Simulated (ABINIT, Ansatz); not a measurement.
## VBiO4 (Clinobisvanite): G0W0 on several meshes in ABINIT

Wanted: mesh dependence and cost of G0W0 for VBiO4 (Clinobisvanite).

Method: LDA and many-body steps on it, plane waves, in ABINIT 10.8.3.

### 1. The starting structure

It takes space group C2/c (No. 15, monoclinic). The conventional cell has a = 7.247 Å, b = 11.697 Å, c = 5.090 Å, α = 90.00°, β = 134.22°, γ = 90.00°. V has 4 O at 1.69 to 1.77 Å nearest. Nearest to Bi lie 8 O at 2.35 to 2.63 Å. Nearest to O lie 1 V at 1.77 Å and 2 Bi at 2.35 to 2.37 Å. O has 1 V at 1.69 Å and 2 Bi at 2.52 to 2.63 Å nearest. Farther neighbours and most contacts between anions are not listed.

The cell and positions come from the Crystallography Open Database and are kept as given unless a step says otherwise. Spin-orbit coupling is left out unless a step names it.

### 2. Empty states on the mesh, 2×2×4 mesh, 265 bands

This step: ABINIT 10.8.3; DFT, LDA, plane waves, norm-conserving pseudopotentials.

The sums over transitions need many empty states on a uniform mesh; this step solves for them.

Contents of run.abi:

```
acell 3*1.0 Angstrom
rprim 
  3.623583094700 -5.848600000000 -0.000000000000
  3.623583094700 5.848600000000 0.000000000000
  -3.550011012700 0.000000000000 3.647394391800
ntypat 3
znucl 23 83 8
natom 12
typat 1 1 2 2 3 3 3 3 3 3 3 3
xred 
  0.870000000000 0.130000000000 0.750000000000
  0.130000000000 0.870000000000 0.250000000000
  0.366500000000 0.633500000000 0.750000000000
  0.633500000000 0.366500000000 0.250000000000
  0.938300000000 0.354700000000 0.638800000000
  0.645300000000 0.061700000000 0.861200000000
  0.061700000000 0.645300000000 0.361200000000
  0.354700000000 0.938300000000 0.138800000000
  0.811300000000 0.709900000000 0.879600000000
  0.290100000000 0.188700000000 0.620400000000
  0.188700000000 0.290100000000 0.120400000000
  0.709900000000 0.811300000000 0.379600000000
pp_dirpath "pseudos"
pseudos "V.upf, Bi.upf, O.upf"
ecut 42
ngkpt 2 2 4
nshiftk 1
shiftk 0 0 0
kptopt 1
chksymbreak 0
iscf -2
irdden 1
istwfk *1
nband 265
nbdbuf 24
tolwfr 1e-09
nstep 60
prtvol 0
indata_prefix "in"
outdata_prefix "out"
tmpdata_prefix "tmp"
```

On the command line:

```console
OMP_NUM_THREADS=1 mpirun -n 8 abinit run.abi > log
```

Numbers of over 12 decimals in the logs are rounded to 6 here.

The program printed:

```text
.Version 10.8.3 of ABINIT. v10.8.2 released Aug 2026.

 Symmetries : space group C2/c (# 15); Bravais mC (1-face-center monocl.)
[... echo of the input left out ...]
== DATASET  1 ==================================================================
-   mpi_nproc: 8, omp_nthreads: 1 (-1 if OMP is not activated)
-    --> not optimal distribution: autoparal keyword recommended in input file <--

--- !DatasetInfo
iteration_state: {dtset: 1, }
dimensions: {natom: 12, nkpt: 9, mband: 265, nsppol: 1, nspinor: 1, nspden: 1, mpw: 13589, }
cutoff_energies: {ecut:  42.0, pawecutdg:  -1.0, }
[...]
2.30626    2.31627    2.32603    2.32663    2.36996    2.37106    2.38455    2.39761
   2.41013    2.41330    2.41423    2.41653    2.44422    2.45563    2.46299    2.47275
   2.49747
 prteigrs : prtvol=0 or 1, do not print more k-points.

== END DATASET(S) ==============================================================
================================================================================

 -outvars: echo values of variables after computation  --------
            nband         265
             nkpt           9
          spgroup          15
 [... the other variables as echoed above ...]

 Calculation completed.
```

Elapsed: 6.6 min, on 8 MPI ranks of Arm Neoverse V2, shared host; peak memory 1.4 GiB; 53 min of CPU time.

This step gave:

| Quantity | Value |
| --- | --- |
| gap | 2.325 eV |
| k of the valence top | 0, 0, 0.25 |
| k of the conduction bottom | 0.5, 0, 0.5 |
| least direct gap | 2.381 eV |
| k points computed | 9 |
| lowest point of the top converged band, above the valence top | 55.8636 eV |

On this mesh the gap is 2.325 eV.

The density comes from a self-consistent run that is not shown.

### 3. Screening, 2×2×4 mesh, 134 bands, screening to 98 eV

The RPA dielectric matrix is built and inverted for each q.

This step: RPA screening on LDA, plane waves, norm-conserving pseudopotentials.

Edit run.abi of step 2 so:

```diff
@@ -30,10 +30,11 @@
 chksymbreak 0
-iscf -2
-irdden 1
 istwfk *1
-nband 265
-nbdbuf 24
-tolwfr 1e-09
-nstep 60
-prtvol 0
+occopt 1
+irdwfk 1
+optdriver 3
+nband 134
+ecuteps 3.6
+inclvkb 2
+awtr 1
+symchi 1
 indata_prefix "in"
@@ -41 +42,2 @@
 tmpdata_prefix "tmp"
+fftgw 31
```

The program printed:

```text
.Version 10.8.3 of ABINIT. v10.8.2 released Aug 2026.

 Symmetries : space group C2/c (# 15); Bravais mC (1-face-center monocl.)
[... echo of the input left out ...]
== DATASET  1 ==================================================================
-   mpi_nproc: 8, omp_nthreads: 1 (-1 if OMP is not activated)

--- !DatasetInfo
iteration_state: {dtset: 1, }
dimensions: {natom: 12, nkpt: 9, mband: 134, nsppol: 1, nspinor: 1, nspden: 1, mpw: 13589, }
cutoff_energies: {ecut:  42.0, pawecutdg:  -1.0, }
electrons: {nelect:   1.20000000E+02, charge:   0.00000000E+00, occopt:   1.00000000E+00, tsmear:   1.00000000E-02, }

 SCREENING: Calculation of the susceptibility and dielectric matrices

 Based on a program developped by R.W. Godby, V. Olevano, G. Onida, and L. Reining.
 Incorporated in ABINIT by V. Olevano, G.-M. Rignanese, and M. Torrent.
.Using double precision arithmetic ; gwpc =  8

[... cell and pseudopotentials left out ...]
--------------------------------------------------------------------------------

 ==== K-mesh for the wavefunctions ====
 Number of points in the irreducible wedge :     9
[... list of points left out ...]
 Together with  4 symmetry operations and time-reversal symmetry
 yields    16 points in the full Brillouin Zone.

 ==== Q-mesh for the screening function ====
 Number of points in the irreducible wedge :     9
[... list of points left out ...]
 Together with  4 symmetry operations and time-reversal symmetry
 yields    16 points in the full Brillouin Zone.

 setmesh: FFT mesh size selected  =    60x   60x   48
          total number of points  =       172800

 vcoul_init : cutoff-mode = AUXILIARY_FUNCTION
 q-points for optical limit:   1
     1)      0.000010    0.000020    0.000030

- screening: taking advantage of time-reversal symmetry
- Maximum band index for partially occupied states nbvw = 60
- Remaining bands to be divided among processors   nbcw = 74
- Number of bands treated by each node ~9

 Number of electrons calculated from density =  120.0000; Expected =  120.0000
 average of density, n =  0.115022
 r_s =    1.2756
 omega_plasma =   32.7150 [eV]

 calculating chi0 at frequencies [eV] :
  1    0.000000E+00    0.000000E+00
  2    0.000000E+00    3.271497E+01

--------------------------------------------------------------------------------
  q-point number  1        q = ( 0.000000, 0.000000, 0.000000) [r.l.u.]
--------------------------------------------------------------------------------
[... chi0 elements left out ...]
 For q-point:  0.000010 0.000020 0.000030
  dielectric constant =   7.2974
  dielectric constant without local fields =   8.4139

  Average fulfillment of the sum rule on Im[epsilon] for q-point    1 :     33.53  [%]
[... wings left out ...]
  q-point number  2        q = ( 0.500000, 0.000000, 0.000000) [r.l.u.]
--------------------------------------------------------------------------------
[... chi0 elements left out ...]
  Average fulfillment of the sum rule on Im[epsilon] for q-point    2 :     39.50  [%]

 [... 7 further q-points ...]
```

The job ended after 4.6 min (8 MPI ranks; peak memory 16 GiB; 36 min of CPU time).

This step gave:

| Quantity | Value |
| --- | --- |
| ε∞ with local fields, on this mesh, along the program's q direction | 7.297 |
| the same without local fields | 8.414 |
| plasma frequency | 32.72 eV |
| plane waves in the screening matrix | 345 |

Local fields lower ε∞ by 13 %. On a Γ-centred mesh this coarse the value itself is usually too large, while a short band sum pulls it down.

### 4. 2×2×4

The self-energy is evaluated for the states that the input lists, and the levels follow from it, in one-shot runs by the linearised quasiparticle equation.

This step: G0W0 on LDA, plane waves, norm-conserving pseudopotentials.

Edit run.abi of step 3 so:

```diff
@@ -33,8 +33,21 @@
 irdwfk 1
-optdriver 3
+optdriver 4
 nband 134
+gwcalctyp 0
+ecutsigx 42
+symsigma 1
+nkptgw 4
+kptgw 
+  0.0000000000 0.0000000000 0.2500000000
+  0.5000000000 0.0000000000 0.5000000000
+  0.5000000000 0.0000000000 0.0000000000
+  0.0000000000 0.0000000000 0.0000000000
+bdgw 
+  59 62
+  59 62
+  59 62
+  59 62
 ecuteps 3.6
-inclvkb 2
-awtr 1
-symchi 1
+irdscr 1
+ppmodel 1
 indata_prefix "in"
```

The program printed:

```text
.Version 10.8.3 of ABINIT. v10.8.2 released Aug 2026.

 Symmetries : space group C2/c (# 15); Bravais mC (1-face-center monocl.)
[... echo of the input left out ...]
== DATASET  1 ==================================================================
-   mpi_nproc: 8, omp_nthreads: 1 (-1 if OMP is not activated)

--- !DatasetInfo
iteration_state: {dtset: 1, }
dimensions: {natom: 12, nkpt: 9, mband: 134, nsppol: 1, nspinor: 1, nspden: 1, mpw: 13589, }
cutoff_energies: {ecut:  42.0, pawecutdg:  -1.0, }
electrons: {nelect:   1.20000000E+02, charge:   0.00000000E+00, occopt:   1.00000000E+00, tsmear:   1.00000000E-02, }

 SIGMA: Calculation of the GW corrections

 Based on a program developped by R.W. Godby, V. Olevano, G. Onida, and L. Reining.
 Incorporated in ABINIT by V. Olevano, G.-M. Rignanese, and M. Torrent.
.Using double precision arithmetic ; gwpc =  8

[... cell and pseudopotentials left out ...]
--------------------------------------------------------------------------------

 ==== K-mesh for the wavefunctions ====
 Number of points in the irreducible wedge :     9
[... list of points left out ...]
 Together with  4 symmetry operations and time-reversal symmetry
 yields    16 points in the full Brillouin Zone.

 ==== Q-mesh for screening function ====
 Number of points in the irreducible wedge :     9
[... list of points left out ...]
 Together with  4 symmetry operations and time-reversal symmetry
 yields    16 points in the full Brillouin Zone.

 vcoul_init : cutoff-mode = AUXILIARY_FUNCTION
 q-points for optical limit:   1
     1)      0.000010    0.000020    0.000030
 setmesh: FFT mesh size selected  =    60x   60x   48
          total number of points  =       172800

 Number of electrons calculated from density =  120.0000; Expected =  120.0000
 average of density, n =  0.115022
 r_s =    1.2756
 omega_plasma =   32.7150 [eV]

 === KS Band Gaps ===
  >>>> For spin  1
   Minimum direct gap =   2.3810 [eV], located at k-point      :   0.5000  0.0000  0.0000
   Fundamental gap    =   2.3245 [eV], Top of valence bands at :   0.0000  0.0000  0.2500
                                       Bottom of conduction at :   0.5000  0.0000  0.5000
 SIGMA fundamental parameters:
 PLASMON POLE MODEL  1
 number of plane-waves for SigmaX                13521
 number of plane-waves for SigmaC and W            345
 number of plane-waves for wavefunctions         13521
 number of bands                                   134
 number of independent spin polarizations            1
 number of spinorial components                      1
 number of k-points in IBZ                           9
 number of q-points in IBZ                           9
 number of symmetry operations                       4
 number of k-points in BZ                           16
 number of q-points in BZ                           16
 number of frequencies for dSigma/dE                 9
 frequency step for dSigma/dE [eV]                0.25
 number of omega for Sigma on real axis              0
 max omega for Sigma on real axis  [eV]           0.00
 zcut for avoiding poles [eV]                     0.10

 EPSILON^-1 parameters (SCR file):
 dimension of the eps^-1 matrix on file            345
 dimension of the eps^-1 matrix used               345
 number of plane-waves for wavefunctions         13521
 number of bands                                   134
 number of q-points in IBZ                           9
 number of frequencies                               2
 number of real frequencies                          1
 number of imag frequencies                          1

 matrix elements of self-energy operator (all in [eV])

 Perturbative Calculation

--- !SelfEnergy_ee
iteration_state: {dtset: 1, }
kpoint     : [   0.000,    0.000,    0.250, ]
spin       : 1
KS_gap     :    2.627
QP_gap     :    3.966
Delta_QP_KS:    1.339
data: !SigmaeeData |
     Band     E0 <VxcDFT>   SigX SigC(E0)      Z dSigC/dE  Sig(E)    E-E0       E
       59   4.879 -19.724 -24.209   5.087   0.763  -0.311 -19.265   0.459   5.337
       60   5.384 -19.614 -22.603   3.861   0.778  -0.286 -18.936   0.678   6.061
       61   8.010 -20.594 -14.004  -3.988   0.775  -0.290 -18.578   2.016  10.027
       62   8.173 -21.252 -14.454  -4.101   0.772  -0.296 -19.171   2.081  10.255

--- !SelfEnergy_ee
iteration_state: {dtset: 1, }
kpoint     : [   0.500,    0.000,    0.500, ]
spin       : 1
KS_gap     :    2.462
QP_gap     :    3.862
Delta_QP_KS:    1.399
data: !SigmaeeData |
     Band     E0 <VxcDFT>   SigX SigC(E0)      Z dSigC/dE  Sig(E)    E-E0       E
       59   4.988 -19.874 -24.006   4.816   0.766  -0.306 -19.350   0.524   5.512
       60   5.246 -19.529 -22.513   3.830   0.780  -0.281 -18.869   0.660   5.906
[...]
--- !SelfEnergy_ee
iteration_state: {dtset: 1, }
kpoint     : [   0.500,    0.000,    0.000, ]
spin       : 1
KS_gap     :    2.381
QP_gap     :    3.764
Delta_QP_KS:    1.383
data: !SigmaeeData |
     Band     E0 <VxcDFT>   SigX SigC(E0)      Z dSigC/dE  Sig(E)    E-E0       E
[...]
--- !SelfEnergy_ee
iteration_state: {dtset: 1, }
kpoint     : [   0.000,    0.000,    0.000, ]
spin       : 1
KS_gap     :    2.965
QP_gap     :    4.525
Delta_QP_KS:    1.559
data: !SigmaeeData |
     Band     E0 <VxcDFT>   SigX SigC(E0)      Z dSigC/dE  Sig(E)    E-E0       E
[...]
60   5.001 -20.090 -24.285   4.885   0.767  -0.303 -19.561   0.529   5.529
       61   7.966 -20.896 -14.115  -4.085   0.775  -0.291 -18.808   2.088  10.054
       62   8.407 -21.599 -14.724  -4.133   0.769  -0.301 -19.492   2.108  10.514

== END DATASET(S) ==============================================================
================================================================================

 -outvars: echo values of variables after computation  --------
           etotal      0.0000000000E+00
            nband         134
             nkpt           9
          spgroup          15
 [... the other variables as echoed above ...]

 Calculation completed.
```

Wall time 28 s (8 MPI ranks); peak memory 5.2 GiB; 3.7 min of CPU time.

Numbers from this step:

- G0W0 gap on the mesh: 3.706 eV
- starting gap on the mesh: 2.325 eV
- k of the valence top: 0, 0, 0.25
- k of the conduction bottom: 0.5, 0, 0.5
- Z at the valence top: 0.778
- Z at the conduction bottom: 0.774
- least direct G0W0 gap on the computed points: 3.764 eV

The gap on the mesh goes from 2.32 eV to 3.71 eV, a correction of +1.38 eV.

### 5. Empty states on the mesh, 2×2×2 mesh, 146 bands

This step: DFT, LDA, plane waves, norm-conserving pseudopotentials.

Edit run.abi of step 4 so:

```diff
@@ -25,3 +25,3 @@
 ecut 42
-ngkpt 2 2 4
+ngkpt 2 2 2
 nshiftk 1
@@ -30,24 +30,10 @@
 chksymbreak 0
+iscf -2
+irdden 1
 istwfk *1
-occopt 1
-irdwfk 1
-optdriver 4
-nband 134
-gwcalctyp 0
-ecutsigx 42
-symsigma 1
-nkptgw 4
-kptgw 
-  0.0000000000 0.0000000000 0.2500000000
-  0.5000000000 0.0000000000 0.5000000000
-  0.5000000000 0.0000000000 0.0000000000
-  0.0000000000 0.0000000000 0.0000000000
-bdgw 
-  59 62
-  59 62
-  59 62
-  59 62
-ecuteps 3.6
-irdscr 1
-ppmodel 1
+nband 146
+nbdbuf 12
+tolwfr 1e-09
+nstep 60
+prtvol 0
 indata_prefix "in"
@@ -55,2 +41 @@
 tmpdata_prefix "tmp"
-fftgw 31
```

On the command line:

```console
OMP_NUM_THREADS=1 mpirun -n 6 abinit run.abi > log
```

The program printed:

```text
.Version 10.8.3 of ABINIT. v10.8.2 released Aug 2026.

 Symmetries : space group C2/c (# 15); Bravais mC (1-face-center monocl.)
[... echo of the input left out ...]
== DATASET  1 ==================================================================
-   mpi_nproc: 6, omp_nthreads: 1 (-1 if OMP is not activated)

--- !DatasetInfo
iteration_state: {dtset: 1, }
dimensions: {natom: 12, nkpt: 6, mband: 146, nsppol: 1, nspinor: 1, nspden: 1, mpw: 13580, }
cutoff_energies: {ecut:  42.0, pawecutdg:  -1.0, }
[...]
1.21907    1.23961    1.26570    1.27505    1.27993    1.28555    1.28803    1.29592
   1.30162    1.31670    1.35029    1.35514    1.37101    1.37897    1.39791    1.40270
   1.41870    1.42075
 prteigrs : prtvol=0 or 1, do not print more k-points.

== END DATASET(S) ==============================================================
================================================================================

 -outvars: echo values of variables after computation  --------
            nband         146
             nkpt           6
          spgroup          15
 [... the other variables as echoed above ...]

 Calculation completed.
```

The job ended after 78 s (6 MPI ranks; peak memory 0.93 GiB; 7.8 min of CPU time).

Numbers from this step:

| Quantity | Value |
| --- | --- |
| gap | 2.336 eV |
| k of the valence top | 0.5, 0, 0 |
| k of the conduction bottom | 0.5, 0, 0.5 |
| least direct gap | 2.381 eV |
| k points computed | 6 |
| lowest point of the top converged band, above the valence top | 29.61 eV |

On this mesh the gap is 2.336 eV.

### 6. Screening, 2×2×2 mesh, 134 bands, screening to 98 eV

This step: RPA screening on LDA, plane waves, norm-conserving pseudopotentials.

Edit run.abi of step 5 so:

```diff
@@ -30,10 +30,11 @@
 chksymbreak 0
-iscf -2
-irdden 1
 istwfk *1
-nband 146
-nbdbuf 12
-tolwfr 1e-09
-nstep 60
-prtvol 0
+occopt 1
+irdwfk 1
+optdriver 3
+nband 134
+ecuteps 3.6
+inclvkb 2
+awtr 1
+symchi 1
 indata_prefix "in"
@@ -41 +42,2 @@
 tmpdata_prefix "tmp"
+fftgw 31
```

On the command line:

```console
OMP_NUM_THREADS=1 mpirun -n 8 abinit run.abi > log
```

The program printed:

```text
.Version 10.8.3 of ABINIT. v10.8.2 released Aug 2026.

 Symmetries : space group C2/c (# 15); Bravais mC (1-face-center monocl.)
[... echo of the input left out ...]
== DATASET  1 ==================================================================
-   mpi_nproc: 8, omp_nthreads: 1 (-1 if OMP is not activated)

--- !DatasetInfo
iteration_state: {dtset: 1, }
dimensions: {natom: 12, nkpt: 6, mband: 134, nsppol: 1, nspinor: 1, nspden: 1, mpw: 13580, }
cutoff_energies: {ecut:  42.0, pawecutdg:  -1.0, }
electrons: {nelect:   1.20000000E+02, charge:   0.00000000E+00, occopt:   1.00000000E+00, tsmear:   1.00000000E-02, }

 SCREENING: Calculation of the susceptibility and dielectric matrices

 Based on a program developped by R.W. Godby, V. Olevano, G. Onida, and L. Reining.
 Incorporated in ABINIT by V. Olevano, G.-M. Rignanese, and M. Torrent.
.Using double precision arithmetic ; gwpc =  8

[... cell and pseudopotentials left out ...]
--------------------------------------------------------------------------------

 ==== K-mesh for the wavefunctions ====
 Number of points in the irreducible wedge :     6
[... list of points left out ...]
 Together with  4 symmetry operations and time-reversal symmetry
 yields     8 points in the full Brillouin Zone.

 ==== Q-mesh for the screening function ====
 Number of points in the irreducible wedge :     6
[... list of points left out ...]
 Together with  4 symmetry operations and time-reversal symmetry
 yields     8 points in the full Brillouin Zone.

 setmesh: FFT mesh size selected  =    60x   60x   48
          total number of points  =       172800

 vcoul_init : cutoff-mode = AUXILIARY_FUNCTION
 q-points for optical limit:   1
     1)      0.000010    0.000020    0.000030

- screening: taking advantage of time-reversal symmetry
- Maximum band index for partially occupied states nbvw = 60
- Remaining bands to be divided among processors   nbcw = 74
- Number of bands treated by each node ~9

 Number of electrons calculated from density =  120.0000; Expected =  120.0000
 average of density, n =  0.115022
 r_s =    1.2756
 omega_plasma =   32.7150 [eV]

 calculating chi0 at frequencies [eV] :
  1    0.000000E+00    0.000000E+00
  2    0.000000E+00    3.271497E+01

--------------------------------------------------------------------------------
  q-point number  1        q = ( 0.000000, 0.000000, 0.000000) [r.l.u.]
--------------------------------------------------------------------------------
[... chi0 elements left out ...]
 For q-point:  0.000010 0.000020 0.000030
  dielectric constant =   7.6852
  dielectric constant without local fields =   8.8449

  Average fulfillment of the sum rule on Im[epsilon] for q-point    1 :     33.54  [%]
[... wings left out ...]
  q-point number  2        q = ( 0.500000, 0.000000, 0.000000) [r.l.u.]
--------------------------------------------------------------------------------
[... chi0 elements left out ...]
  Average fulfillment of the sum rule on Im[epsilon] for q-point    2 :     39.51  [%]

 [... 4 further q-points ...]
```

It took 1.9 min on 8 MPI ranks; peak memory 11 GiB.

This step gave:

| Quantity | Value |
| --- | --- |
| ε∞ with local fields, on this mesh, along the program's q direction | 7.685 |
| the same without local fields | 8.845 |
| plasma frequency | 32.72 eV |
| plane waves in the screening matrix | 345 |

(Continued in part 2 of 2.)

[Paths, hosts, dates, memory and timing lines, banners, echoed tables and standing remarks are left out of the program output.]

[Logs are printed without paths, hosts, clocks, repeated set-up lines and the standing remarks that a program may print on its own settings, such as how far it seeks lower states.]

[Runs of the session that timed out or met a known fault of the program may be left out.]

[Hosts, paths, dates, database ids (printed as entryN), source tags and the programs' standing remarks are cut or masked in the printed files.]

[G0W0 gaps are taken among the corrected bands and points alone; a level outside them can change the order at an edge.]

[Where Ansatz stands beside ABINIT at settings called matched, ABINIT's density can come from a denser mesh and the files from another edition; pairs whose starting gaps differed by over 0.03 eV were left out, so agreement reads better than it is.]
